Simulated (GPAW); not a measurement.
# Ballistic transport through H2 in line between two Cu chains, cheap and dear, part 2 of 2

Aim: T(E), conductance and thermopower of H2 in line between two Cu chains, and what cheaper settings cost in accuracy.

GPAW 26.7.0; GPAW LCAO, PAW setups; Landauer transmission from Green's functions with principal layers (ASE), zero bias.

So far, transmission at the Fermi level (one spin): step 2 (GPAW, dzp, PBE, GPAW) 0.735; step 3 (basis szp(dzp), PBE, GPAW) 0.733; step 4 (basis sz(dzp), PBE, GPAW) 0.802; step 5 (LDA) 0.750. Also open channels of the lead at the Fermi level (one spin): step 3 1; step 5 1.

## 7. The levels side by side (continued)

Table of transmission, zone mean, sum over the listed spins by energy, zero at the Fermi level:

```
energy (eV)    dzp    szp     sz  dzp-LDA
      -2.00  0.819  0.759  0.850    0.823
      -1.85  0.801  0.750  0.813    0.810
      -1.70   2.03   1.35  0.835     1.78
      -1.50  0.908  0.876  0.731    0.948
      -1.35  0.975  0.674  0.732    0.797
      -1.20  0.354  0.266  0.722    0.301
      -1.05  0.542  0.437  0.748    0.523
      -0.90  0.643  0.558  0.790    0.625
      -0.70  0.789  0.737  0.855    0.786
      -0.55  0.872  0.829  0.883    0.876
      -0.40  0.914  0.879  0.927    0.915
      -0.30  0.926  0.922  0.941    0.926
      -0.25  0.924  0.919  0.848    0.924
      -0.10  0.733  0.720  0.759    0.750
       0.00  0.735  0.733  0.802    0.750
       0.10  0.753  0.761  0.842    0.765
       0.25  0.788  0.808  0.890    0.797
       0.40  0.822  0.850  0.925    0.829
       0.55  0.852  0.883  0.950    0.858
       0.70  0.877  0.908  0.967    0.882
       0.90  0.904  0.936  0.983    0.907
       1.05  0.921  0.951  0.990    0.923
       1.20  0.935  0.963  0.995    0.937
       1.35  0.948  0.972  0.998    0.949
       1.50  0.959  0.980  0.999    0.960
       1.70  0.971  0.988  1.000    0.972
       1.85  0.979  0.993  0.999    0.980
       2.00  0.986  0.996  0.998    0.987
```

## 8. Mixing 0.02, functional PBEsol

Mixing changes the road to self-consistency, not its end. The mixing history changes the road to self-consistency, not its end. The functional moves levels against the Fermi level.

This step: GPAW LCAO, PAW setups; Landauer transmission from Green's functions with principal layers (ASE), zero bias (GPAW 26.7.0).

run.py reads:

```python
import json
import numpy as np
from ase import Atoms
from ase.transport.calculators import TransportCalculator
from gpaw import GPAW, FermiDirac
from gpaw.lcao.tools import get_lcao_hamiltonian
from scipy.linalg import eigh

# The junction with lead layers at both ends, along the third cell vector
device = Atoms(
    ['Cu', 'Cu', 'Cu', 'Cu', 'Cu', 'H', 'H', 'Cu', 'Cu', 'Cu', 'Cu', 'Cu'],
    positions=[
        [4.50000, 4.50000, 1.15000],
        [4.50000, 4.50000, 3.45000],
        [4.50000, 4.50000, 5.75000],
        [4.50000, 4.50000, 8.05000],
        [4.50000, 4.50000, 10.35000],
        [4.50000, 4.50000, 11.73300],
        [4.50000, 4.50000, 12.58300],
        [4.50000, 4.50000, 13.96600],
        [4.50000, 4.50000, 16.26600],
        [4.50000, 4.50000, 18.56600],
        [4.50000, 4.50000, 20.86600],
        [4.50000, 4.50000, 23.16600]],
    cell=[[9.0, 0.0, 0.0], [0.0, 9.0, 0.0], [0.0, 0.0, 24.316]],
    pbc=True)

# One principal layer of the lead: the first 3 atoms of the device
lead = Atoms(
    ['Cu', 'Cu', 'Cu'],
    positions=[
        [4.50000, 4.50000, 1.15000],
        [4.50000, 4.50000, 3.45000],
        [4.50000, 4.50000, 5.75000]],
    cell=[[9.0, 0.0, 0.0], [0.0, 9.0, 0.0], [0.0, 0.0, 6.9]],
    pbc=True)

settings = dict(mode='lcao', basis='dzp', xc='PBEsol', h=0.2,
                occupations=FermiDirac(0.1), maxiter=250,
                mixer=dict(beta=0.02, nmaxold=5, weight=100.0),
                convergence=dict(density=0.0001))
energies = np.arange(-2, 2 + 1e-9, 0.05)
eta = 0.0001
n1, n2 = 1, 1
# k and -k transmit alike, so half of the mesh across the current serves
mesh = [(i, j) for i in range(n1) for j in range(n2) if (i, j) <= (-i % n1, -j % n2)]
weights = np.array([1 if (i, j) == (-i % n1, -j % n2) else 2 for i, j in mesh]) / (n1 * n2)

# [... helper functions left out ...]
fermi_lead = ground_state(lead, (1, 1, 16), 'lead.txt')
fermi_device = ground_state(device, (1, 1, 3), 'device.txt')
# [... loop over the mesh left out, but for ...]
        # Shift the lead onto the potential of the device's first layer
        shift = ((H[:, 0, 0] - H0[:, 0, 0]) / S0[0, 0]).real.mean()
# [...]
kT = 8.617333e-5 * 500
bias = [0.1, 0.2, 0.5, 1.0, 1.5, 2.0]
# [... integrals and printing left out ...]
```

The run is started by

```
OMP_NUM_THREADS=1 OPENBLAS_NUM_THREADS=1 python run.py
```

Run time: 0.67 s. Hardware: 1 thread of Arm Neoverse V2, shared host; peak memory 0.1 GiB.

The input was rejected at the start.

The program's message: “FileNotFoundError: Could not find required PAW dataset file "Cu.PBEsol".”

## 9. A second varied run

A last run, with other settings again.

Changes to run.py since step 8:

```diff
@@ -37,5 +37,5 @@
 
-settings = dict(mode='lcao', basis='dzp', xc='PBEsol', h=0.2,
-                occupations=FermiDirac(0.1), maxiter=250,
-                mixer=dict(beta=0.02, nmaxold=5, weight=100.0),
+settings = dict(mode='lcao', basis='dzp', xc='PBE', h=0.5,
+                occupations=FermiDirac(0.1), maxiter=100,
+                mixer=dict(beta=0.1, nmaxold=8, weight=100.0),
                 convergence=dict(density=0.0001))
```

It took 12 s on 1 thread; peak memory 0.2 GiB.

The run finished. A setting was moved off its sound value on purpose, so it serves as a test and not as the result.

The fault put into the input: a grid far too coarse (h = 0.5).

The two runs compared:

```
                                           quantity  this run   sound run  difference
                                   conductance (G₀)   0.79573     0.74177      0.0540
largest coupling past the next principal layer (eV)  4.517e-5    4.594e-5     -7.7e-7
   largest misfit of the first principal layer (eV)    1.8355    0.026582        1.81
                    shift that aligns the lead (eV)   0.31283  -0.0018361       0.315
         transmission at the Fermi level (one spin)   0.79027     0.73538      0.0549
```

One result that feels it is the largest misfit of the first principal layer, 1.84 eV against 0.0266 eV.

## 10. What came out

```
conductance                                        : 0.742 G₀
transmission at the Fermi level, mean of the spins : 0.735
```

**Reading.** In the dzp basis the junction conducts 0.742 G₀ at 500 K, with T = 0.735 a spin at the Fermi level; the sz basis reaches that conductance within 10 %. At the Fermi level one eigenchannel carries the current (0.74). Measured against the first run (dzp), the nearest curve is that of dzp-LDA (r.m.s. 0.038) and the farthest that of sz (0.21). Over the compared runs wall time goes from 22 s (dzp-LDA) to 27 s (szp), on a shared host. The geometry was built from estimated bond lengths and not relaxed, so the numbers describe this model structure. An evenly spaced straight chain is an idealisation: free chains tend to dimerise, zigzag or, where a band edge lies near the Fermi level, turn magnetic. The currents use the zero-bias T(E) throughout, which holds only while the bias is small against the distance to the nearest feature. The thermopower isn't quoted: it samples T(E) farther from the Fermi level than the conductance does, and the energy grid wasn't tested for it.

[Long decimals in the printed logs are rounded to 6 places.]

[Logs are printed without paths, hosts, clocks, repeated set-up lines and the standing remarks that a program may print on its own settings, such as how far it seeks lower states.]

[Hosts, paths, dates, database ids (printed as entryN), source tags and the programs' standing remarks are cut or masked in the printed files.]
